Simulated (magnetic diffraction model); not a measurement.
# Solving a magnetic structure from powder neutron data: Yb2DyGa8Ir3

Space group Immm (no. 71), a = 4.1700 Å, b = 9.9750 Å, c = 12.2770 Å.

| site | atom | x | y | z |
| --- | --- | --- | --- | --- |
| 4g | Ir | 0 | 0.2236 | 0 |
| 2b | Ir | 1/2 | 0 | 0 |
| 4i | Yb | 1/2 | 1/2 | 0.3316 |
| 2c | Dy | 1/2 | 1/2 | 0 |
| 8l | Ga | 0 | 0.6284 | 0.8341 |
| 8l | Ga | 1/2 | 0.2191 | 0.1258 |

The compound is invented for this exercise: a known structure type with other elements, its cell scaled to their sizes and not relaxed.

Only Yb and Dy are taken to order (form factors of Yb3+ and Dy3+); orders and moment sizes are assumed, and not adapted to the symmetry. Radiation: neutrons of λ = 2.52 Å (absorption by Dy and Ir left out), 3° to 70°; isotropic B of 0.21 Å² (Ir), 0.14 Å² (Yb), 0.19 Å² (Dy) and 0.26 Å² (Ga). The intensities are simulated: I ∝ L Σ (|F_N|² + |F_M⊥|²) for unpolarised neutrons, with F_M = 2.695 fm/μB × Σ f(s) S exp(2πi Q·r) exp(−B s²) at Q = H ± k (one set where k and −k are equivalent), only the part normal to Q counting and L = 1/(sin²θ cos θ). For a modulated order the moment at position r is S exp(−2πi k·r) + c.c., with S = m/2 for a sine wave of amplitude m and S = m(u + iv)/2 for moments turning in a plane, u and v being orthogonal unit vectors in it; the phase factor of the sum at Q = H + k is then exp(2πi H·r). Form factors are spin-only for 3d ions and dipole or tabulated for f ions, scattering lengths are Sears's of 1992, and absorption is left out. A label names one of the reflections at its angle. The strongest nuclear line in the range is 100, and lines under 0.2 are left out.

Above the ordering temperature:

```csv
2θ (°),index,I
18.73,(0 1 1),0.5
23.69,(0 0 2),7.3
37.99,(0 2 2),0.3
38.23,(1 1 0),1.1
38.88,(0 1 3),1.7
45.48,(1 1 2),0.9
48.03,(1 2 1),5.1
48.48,(0 0 4),0.2
51.11,(1 0 3),12.3
57.64,(0 2 4),3.6
57.98,(1 3 0),22.4
58.45,(0 3 3),17.0
59.99,(1 2 3),100.0
60.70,(0 4 0),11.1
63.36,(1 1 4),2.3
63.52,(1 3 2),8.6
66.10,(0 4 2),10.8
```

Below it (cell unchanged):

```
2θ (°)      I
  6.93   21.8
 18.73    0.5
 20.00    9.5
 23.69    7.3
 24.71    0.4
 30.11    2.2
 30.45    2.6
 31.66    2.0
 37.99    0.3
 38.23    1.1
 38.67    2.3
 38.88    1.7
 39.54    0.4
 39.92    2.2
 42.74    2.8
 44.28    1.3
 45.16    0.9
 45.48    0.9
 46.09    0.3
 46.81    2.4
 48.03    5.1
 48.48    0.2
 51.11   12.3
 51.62    1.6
 53.42    0.7
 53.96    1.8
 55.54    0.7
 56.81    0.3
 57.64    3.6
 57.98   22.4
 58.13    0.5
 58.45   17.0
 58.94    0.7
 59.06    0.5
 59.23    1.3
 59.99  100.0
```
(The table stops after 36 lines; 13 more lie at higher angle.)

**Question.** Find the propagation vector, then choose among these models:
A. moments turning in the plane of [100] and [010], 3 μB on Yb and 8.1 μB on Dy; signs + at (1/2, 1/2, 0.3316), − at (1/2, 1/2, 0.6684), − at (1/2, 1/2, 0)
B. a sine wave with moments along [001] (amplitudes given), 3 μB on Yb and 8.1 μB on Dy; signs + at (1/2, 1/2, 0.3316), − at (1/2, 1/2, 0.6684), − at (1/2, 1/2, 0)
C. moments turning in the plane of [001] and [100], 3 μB on Yb and 8.1 μB on Dy; signs + at (1/2, 1/2, 0.3316), − at (1/2, 1/2, 0.6684), − at (1/2, 1/2, 0)
D. a sine wave with moments along [100] (amplitudes given), 3 μB on Yb and 8.1 μB on Dy; signs + at (1/2, 1/2, 0.3316), − at (1/2, 1/2, 0.6684), − at (1/2, 1/2, 0)

The new lines index as (1/5 0 0) at 6.93°, (1/5 1 1) at 20.00°, (1/5 0 2) at 24.71° and (1/5 2 0) at 30.11°, that is as H ± k with k = (1/5 0 0). Satellites come in pairs about each point of the reciprocal lattice.

Magnetic intensity, observed (below minus above) and for each model:

| 2θ (°) | index | observed | A | B | C | D |
| --- | --- | --- | --- | --- | --- | --- |
| 6.93 | (1/5 0 0) | 21.8 | 21.8 | 21.8 | 21.8 | <0.2 |
| 20.00 | (1/5 1 1) | 9.5 | 19.8 | 9.5 | 22.4 | 12.9 |
| 24.71 | (1/5 0 2) | 0.4 | 9.0 | 0.4 | 4.7 | 4.3 |
| 30.45 | (4/5 0 1) | 2.6 | 3.6 | 2.6 | 3.1 | 0.5 |
| 38.67 | (1/5 2 2) | 2.3 | 5.2 | 2.3 | 5.9 | 3.6 |
| 39.54 | (1/5 1 3) | 0.4 | 4.6 | 0.4 | 2.9 | 2.4 |
| 39.92 | (4/5 1 2) | 2.2 | 4.8 | 2.2 | 4.0 | 1.7 |
| 42.74 | (4/5 2 1) | 2.8 | 3.3 | 2.8 | 4.5 | 1.7 |

Model B matches.

The structure used: k = (1/5 0 0), a sine wave with moments along [001] (amplitudes given), 3 μB on Yb and 8.1 μB on Dy; signs + at (1/2, 1/2, 0.3316), − at (1/2, 1/2, 0.6684), − at (1/2, 1/2, 0).

[Logs are printed without paths, hosts, clocks, repeated set-up lines and the standing remarks that a program may print on its own settings, such as how far it seeks lower states.]
